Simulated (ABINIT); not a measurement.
# SrCl2 (Fm-3m): G0W0 in ABINIT against the exchange cutoff

Wanted: the cheapest exchange cutoff that holds the gap of SrCl2 (Fm-3m).

Program: ABINIT 10.8.3. Level of theory: PBE and many-body steps on it, plane waves. Results are calculated unless marked as measured.

### 1. Starting point

The structure is cubic, space group Fm-3m (No. 225). Conventional cell: a = 6.977 Å, b = 6.977 Å, c = 6.977 Å, α = 90.00°, β = 90.00°, γ = 90.00°. Nearest to Sr lie 8 Cl at 3.02 Å. Nearest to Cl lie 4 Sr at 3.02 Å. Farther neighbours and most contacts between anions are not listed.

Structure file:

```cif
data_structure
_symmetry_space_group_name_H-M 'P 1'
_symmetry_Int_Tables_number 1
_cell_length_a 4.9333
_cell_length_b 4.9333
_cell_length_c 4.9333
_cell_angle_alpha 60.000
_cell_angle_beta 60.000
_cell_angle_gamma 60.000
_cell_volume 84.90
loop_
_atom_site_label
_atom_site_type_symbol
_atom_site_fract_x
_atom_site_fract_y
_atom_site_fract_z
_atom_site_occupancy
Sr1 Sr 0.00000 0.00000 0.00000 1
Cl2 Cl 0.25000 0.25000 0.25000 1
Cl3 Cl 0.75000 0.75000 0.75000 1
```

The cell and positions come from the Crystallography Open Database and are kept as given unless a step says otherwise.

### 2. Screening, 2×2×2 mesh, 46 bands, screening to 106.1 eV

This step: ABINIT 10.8.3; RPA screening on PBE, plane waves, norm-conserving pseudopotentials.

The RPA dielectric matrix is built and inverted for each q.

Input file run.abi:

```
acell 3*1.0 Angstrom
rprim 
  -0.000000000000 3.488350000000 3.488350000000
  3.488350000000 -0.000000000000 3.488350000000
  3.488350000000 3.488350000000 -0.000000000000
ntypat 2
znucl 38 17
natom 3
typat 1 2 2
xred 
  0.000000000000 0.000000000000 0.000000000000
  0.250000000000 0.250000000000 0.250000000000
  0.750000000000 0.750000000000 0.750000000000
pp_dirpath "pseudos"
pseudos "Sr.upf, Cl.upf"
ecut 28
ngkpt 2 2 2
nshiftk 1
shiftk 0 0 0
kptopt 1
chksymbreak 0
istwfk *1
occopt 1
irdwfk 1
optdriver 3
nband 46
ecuteps 3.9
inclvkb 2
awtr 1
symchi 1
indata_prefix "in"
outdata_prefix "out"
tmpdata_prefix "tmp"
```

Run with:

```
> OMP_NUM_THREADS=1 mpirun -n 4 abinit run.abi > log
```

The program printed:

```text
.Version 10.8.3 of ABINIT. v10.8.2 released Aug 2026.

 Symmetries : space group Fm -3 m (#225); Bravais cF (face-center cubic)
[... echo of the input left out ...]
== DATASET  1 ==================================================================
-   mpi_nproc: 4, omp_nthreads: 1 (-1 if OMP is not activated)

--- !DatasetInfo
iteration_state: {dtset: 1, }
dimensions: {natom: 3, nkpt: 3, mband: 46, nsppol: 1, nspinor: 1, nspden: 1, mpw: 4088, }
cutoff_energies: {ecut:  28.0, pawecutdg:  -1.0, }
electrons: {nelect:   2.40000000E+01, charge:   0.00000000E+00, occopt:   1.00000000E+00, tsmear:   1.00000000E-02, }

 SCREENING: Calculation of the susceptibility and dielectric matrices

 Based on a program developped by R.W. Godby, V. Olevano, G. Onida, and L. Reining.
 Incorporated in ABINIT by V. Olevano, G.-M. Rignanese, and M. Torrent.
.Using double precision arithmetic ; gwpc =  8

[... cell and pseudopotentials left out ...]
--------------------------------------------------------------------------------

 ==== K-mesh for the wavefunctions ====
 Number of points in the irreducible wedge :     3
[... list of points left out ...]
 Together with 48 symmetry operations and time-reversal symmetry
 yields     8 points in the full Brillouin Zone.

 ==== Q-mesh for the screening function ====
 Number of points in the irreducible wedge :     3
[... list of points left out ...]
 Together with 48 symmetry operations and time-reversal symmetry
 yields     8 points in the full Brillouin Zone.

 setmesh: FFT mesh size selected  =    32x   32x   32
          total number of points  =        32768

 vcoul_init : cutoff-mode = AUXILIARY_FUNCTION
 q-points for optical limit:   1
     1)      0.000010    0.000020    0.000030

- screening: taking advantage of time-reversal symmetry
- Maximum band index for partially occupied states nbvw = 12
- Remaining bands to be divided among processors   nbcw = 34
- Number of bands treated by each node ~8

 Number of electrons calculated from density =   24.0000; Expected =   24.0000
 average of density, n =  0.041891
 r_s =    1.7862
 omega_plasma =   19.7432 [eV]

 calculating chi0 at frequencies [eV] :
  1    0.000000E+00    0.000000E+00
  2    0.000000E+00    1.974321E+01

--------------------------------------------------------------------------------
  q-point number  1        q = ( 0.000000, 0.000000, 0.000000) [r.l.u.]
--------------------------------------------------------------------------------
[... chi0 elements left out ...]
 For q-point:  0.000010 0.000020 0.000030
  dielectric constant =   2.8877
  dielectric constant without local fields =   3.3975

  Average fulfillment of the sum rule on Im[epsilon] for q-point    1 :     48.96  [%]
[... wings left out ...]
  q-point number  2        q = ( 0.500000, 0.000000, 0.000000) [r.l.u.]
--------------------------------------------------------------------------------
[... chi0 elements left out ...]
  Average fulfillment of the sum rule on Im[epsilon] for q-point    2 :     61.62  [%]

 [... 1 further q-points ...]
```

Run time: 3.5 s. Hardware: 4 MPI ranks of Arm Neoverse V1, shared host; peak memory 0.49 GiB.

This step gave:

* ε∞ with local fields, on this mesh, along the program's q direction: 2.888
* the same without local fields: 3.397
* plasma frequency: 19.74 eV
* plane waves in the screening matrix: 181

Local fields lower ε∞ by 15 %. On a Γ-centred mesh this coarse the value itself is usually too large, while a short band sum pulls it down.

### 3. 2.8 Ha

This step: G0W0 on PBE, plane waves, norm-conserving pseudopotentials.

run.abi, as its differences from that of step 2:

```diff
@@ -24,8 +24,17 @@
 irdwfk 1
-optdriver 3
+optdriver 4
 nband 46
+gwcalctyp 0
+ecutsigx 2.8
+symsigma 1
+nkptgw 2
+kptgw 
+  0.5000000000 0.5000000000 0.0000000000
+  0.0000000000 0.0000000000 0.0000000000
+bdgw 
+  10 14
+  10 15
 ecuteps 3.9
-inclvkb 2
-awtr 1
-symchi 1
+irdscr 1
+ppmodel 1
 indata_prefix "in"
```

The program printed:

```text
.Version 10.8.3 of ABINIT. v10.8.2 released Aug 2026.

 Symmetries : space group Fm -3 m (#225); Bravais cF (face-center cubic)
[... echo of the input left out ...]
== DATASET  1 ==================================================================
-   mpi_nproc: 4, omp_nthreads: 1 (-1 if OMP is not activated)

--- !DatasetInfo
iteration_state: {dtset: 1, }
dimensions: {natom: 3, nkpt: 3, mband: 46, nsppol: 1, nspinor: 1, nspden: 1, mpw: 4088, }
cutoff_energies: {ecut:  28.0, pawecutdg:  -1.0, }
electrons: {nelect:   2.40000000E+01, charge:   0.00000000E+00, occopt:   1.00000000E+00, tsmear:   1.00000000E-02, }

 SIGMA: Calculation of the GW corrections

 Based on a program developped by R.W. Godby, V. Olevano, G. Onida, and L. Reining.
 Incorporated in ABINIT by V. Olevano, G.-M. Rignanese, and M. Torrent.
.Using double precision arithmetic ; gwpc =  8

[... cell and pseudopotentials left out ...]
--------------------------------------------------------------------------------

 ==== K-mesh for the wavefunctions ====
 Number of points in the irreducible wedge :     3
[... list of points left out ...]
 Together with 48 symmetry operations and time-reversal symmetry
 yields     8 points in the full Brillouin Zone.

 ==== Q-mesh for screening function ====
 Number of points in the irreducible wedge :     3
[... list of points left out ...]
 Together with 48 symmetry operations and time-reversal symmetry
 yields     8 points in the full Brillouin Zone.

 vcoul_init : cutoff-mode = AUXILIARY_FUNCTION
 q-points for optical limit:   1
     1)      0.000010    0.000020    0.000030
 setmesh: FFT mesh size selected  =    30x   30x   30
          total number of points  =        27000

 Number of electrons calculated from density =   24.0000; Expected =   24.0000
 average of density, n =  0.041891
 r_s =    1.7862
 omega_plasma =   19.7432 [eV]

 === KS Band Gaps ===
  >>>> For spin  1
   Minimum direct gap =   5.5119 [eV], located at k-point      :   0.5000  0.5000  0.0000
   Fundamental gap    =   5.3429 [eV], Top of valence bands at :   0.5000  0.5000  0.0000
                                       Bottom of conduction at :   0.0000  0.0000  0.0000
 SIGMA fundamental parameters:
 PLASMON POLE MODEL  1
 number of plane-waves for SigmaX                  137
 number of plane-waves for SigmaC and W            137
 number of plane-waves for wavefunctions          4015
 number of bands                                    46
 number of independent spin polarizations            1
 number of spinorial components                      1
 number of k-points in IBZ                           3
 number of q-points in IBZ                           3
 number of symmetry operations                      48
 number of k-points in BZ                            8
 number of q-points in BZ                            8
 number of frequencies for dSigma/dE                 9
 frequency step for dSigma/dE [eV]                0.25
 number of omega for Sigma on real axis              0
 max omega for Sigma on real axis  [eV]           0.00
 zcut for avoiding poles [eV]                     0.10

 EPSILON^-1 parameters (SCR file):
 dimension of the eps^-1 matrix on file            181
 dimension of the eps^-1 matrix used               137
 number of plane-waves for wavefunctions          4015
 number of bands                                    46
 number of q-points in IBZ                           3
 number of frequencies                               2
 number of real frequencies                          1
 number of imag frequencies                          1

 matrix elements of self-energy operator (all in [eV])

 Perturbative Calculation

--- !SelfEnergy_ee
iteration_state: {dtset: 1, }
kpoint     : [   0.500,    0.500,    0.000, ]
spin       : 1
KS_gap     :    5.512
QP_gap     :    7.530
Delta_QP_KS:    2.019
data: !SigmaeeData |
     Band     E0 <VxcDFT>   SigX SigC(E0)      Z dSigC/dE  Sig(E)    E-E0       E
       10   1.271 -14.390 -17.389   2.744   0.818  -0.223 -14.599  -0.208   1.063
       11   1.271 -14.390 -17.389   2.744   0.818  -0.223 -14.599  -0.208   1.063
       12   1.668 -14.805 -17.722   2.766   0.818  -0.223 -14.928  -0.123   1.544
       13   7.179  -8.452  -3.671  -2.597   0.868  -0.153  -6.557   1.895   9.075
       14   8.722 -11.003  -4.888  -2.731   0.861  -0.162  -8.091   2.912  11.634

--- !SelfEnergy_ee
iteration_state: {dtset: 1, }
kpoint     : [   0.000,    0.000,    0.000, ]
spin       : 1
KS_gap     :    5.677
QP_gap     :    7.298
Delta_QP_KS:    1.621
data: !SigmaeeData |
     Band     E0 <VxcDFT>   SigX SigC(E0)      Z dSigC/dE  Sig(E)    E-E0       E
       10   1.333 -14.472 -17.534   2.786   0.818  -0.223 -14.698  -0.226   1.108
       11   1.333 -14.472 -17.534   2.786   0.818  -0.223 -14.698  -0.226   1.108
       12   1.333 -14.472 -17.534   2.786   0.818  -0.223 -14.698  -0.226   1.108
       13   7.010  -7.720  -3.278  -2.834   0.868  -0.153  -6.325   1.395   8.405
       14   7.776  -9.730  -4.189  -2.672   0.864  -0.157  -7.251   2.479  10.254
       15   7.776  -9.730  -4.189  -2.672   0.864  -0.157  -7.251   2.479  10.254

== END DATASET(S) ==============================================================
================================================================================

 -outvars: echo values of variables after computation  --------
           etotal      0.0000000000E+00
            nband          46
             nkpt           3
          spgroup         225
 [... the other variables as echoed above ...]

 Calculation completed.
```

Elapsed: 3 s, on 4 MPI ranks; peak memory 0.13 GiB.

This step gave:

```
G0W0 gap on the points computed              : 6.861 eV
starting gap on the mesh                     : 5.343 eV
k of the valence top                         : 0.5, 0.5, 0
k of the conduction bottom                   : 0, 0, 0
Z at the valence top                         : 0.818
Z at the conduction bottom                   : 0.868
least direct G0W0 gap on the computed points : 7.297 eV
```

### 4. 5.6 Ha

run.abi, as its differences from that of step 3:

```diff
@@ -27,3 +27,3 @@
 gwcalctyp 0
-ecutsigx 2.8
+ecutsigx 5.6
 symsigma 1
```

The program printed:

```text
.Version 10.8.3 of ABINIT. v10.8.2 released Aug 2026.

 Symmetries : space group Fm -3 m (#225); Bravais cF (face-center cubic)
[... echo of the input left out ...]
== DATASET  1 ==================================================================
-   mpi_nproc: 4, omp_nthreads: 1 (-1 if OMP is not activated)

--- !DatasetInfo
iteration_state: {dtset: 1, }
dimensions: {natom: 3, nkpt: 3, mband: 46, nsppol: 1, nspinor: 1, nspden: 1, mpw: 4088, }
cutoff_energies: {ecut:  28.0, pawecutdg:  -1.0, }
electrons: {nelect:   2.40000000E+01, charge:   0.00000000E+00, occopt:   1.00000000E+00, tsmear:   1.00000000E-02, }

 SIGMA: Calculation of the GW corrections

 Based on a program developped by R.W. Godby, V. Olevano, G. Onida, and L. Reining.
 Incorporated in ABINIT by V. Olevano, G.-M. Rignanese, and M. Torrent.
.Using double precision arithmetic ; gwpc =  8

[... cell and pseudopotentials left out ...]
--------------------------------------------------------------------------------

 ==== K-mesh for the wavefunctions ====
 Number of points in the irreducible wedge :     3
[... list of points left out ...]
 Together with 48 symmetry operations and time-reversal symmetry
 yields     8 points in the full Brillouin Zone.

 ==== Q-mesh for screening function ====
 Number of points in the irreducible wedge :     3
[... list of points left out ...]
 Together with 48 symmetry operations and time-reversal symmetry
 yields     8 points in the full Brillouin Zone.

 vcoul_init : cutoff-mode = AUXILIARY_FUNCTION
 q-points for optical limit:   1
     1)      0.000010    0.000020    0.000030
 setmesh: FFT mesh size selected  =    32x   32x   32
          total number of points  =        32768

 Number of electrons calculated from density =   24.0000; Expected =   24.0000
[...]
number of omega for Sigma on real axis              0
 max omega for Sigma on real axis  [eV]           0.00
 zcut for avoiding poles [eV]                     0.10

 EPSILON^-1 parameters (SCR file):
 dimension of the eps^-1 matrix on file            181
 dimension of the eps^-1 matrix used               181
 number of plane-waves for wavefunctions          4015
 number of bands                                    46
 number of q-points in IBZ                           3
 number of frequencies                               2
 number of real frequencies                          1
 number of imag frequencies                          1

 matrix elements of self-energy operator (all in [eV])

 Perturbative Calculation

--- !SelfEnergy_ee
iteration_state: {dtset: 1, }
kpoint     : [   0.500,    0.500,    0.000, ]
spin       : 1
KS_gap     :    5.512
QP_gap     :    7.812
Delta_QP_KS:    2.300
data: !SigmaeeData |
     Band     E0 <VxcDFT>   SigX SigC(E0)      Z dSigC/dE  Sig(E)    E-E0       E
       10   1.271 -14.390 -18.011   2.754   0.816  -0.225 -15.098  -0.707   0.564
       11   1.271 -14.390 -18.011   2.754   0.816  -0.225 -15.098  -0.707   0.564
       12   1.668 -14.805 -18.386   2.775   0.816  -0.226 -15.462  -0.657   1.010
[...]
--- !SelfEnergy_ee
iteration_state: {dtset: 1, }
kpoint     : [   0.000,    0.000,    0.000, ]
spin       : 1
KS_gap     :    5.677
QP_gap     :    7.566
Delta_QP_KS:    1.889
data: !SigmaeeData |
     Band     E0 <VxcDFT>   SigX SigC(E0)      Z dSigC/dE  Sig(E)    E-E0       E
[...]
14   7.776  -9.730  -4.570  -2.663   0.864  -0.158  -7.573   2.157   9.933
       15   7.776  -9.730  -4.570  -2.663   0.864  -0.158  -7.573   2.157   9.933

== END DATASET(S) ==============================================================
================================================================================

 -outvars: echo values of variables after computation  --------
           etotal      0.0000000000E+00
            nband          46
             nkpt           3
          spgroup         225
 [... the other variables as echoed above ...]

 Calculation completed.
```

Run time: 3.3 s. Hardware: 4 MPI ranks; peak memory 0.47 GiB; 13 s of CPU time.

This step gave:

- G0W0 gap on the points computed: 7.15 eV
- starting gap on the mesh: 5.343 eV
- k of the valence top: 0.5, 0.5, 0
- k of the conduction bottom: 0, 0, 0
- Z at the valence top: 0.816
- Z at the conduction bottom: 0.867
- least direct G0W0 gap on the computed points: 7.566 eV

[end of part 1 of 2]

[Paths, hosts, dates, memory and timing lines, banners, echoed tables and standing remarks are left out of the program output.]

[Logs are printed without paths, hosts, clocks, repeated set-up lines and the standing remarks that a program may print on its own settings, such as how far it seeks lower states.]

[Runs of the session that timed out or met a known fault of the program may be left out.]

[No measured gap is set beside runs whose start may be inverted or whose files or cutoffs have a known fault.]

[Hosts, paths, dates, database ids (printed as entryN), source tags and the programs' standing remarks are cut or masked in the printed files.]

[G0W0 gaps are taken among the corrected bands and points alone; a level outside them can change the order at an edge.]

[Where Ansatz stands beside ABINIT at settings called matched, ABINIT's density can come from a denser mesh and the files from another edition; pairs whose starting gaps differed by over 0.03 eV were left out, so agreement reads better than it is.]
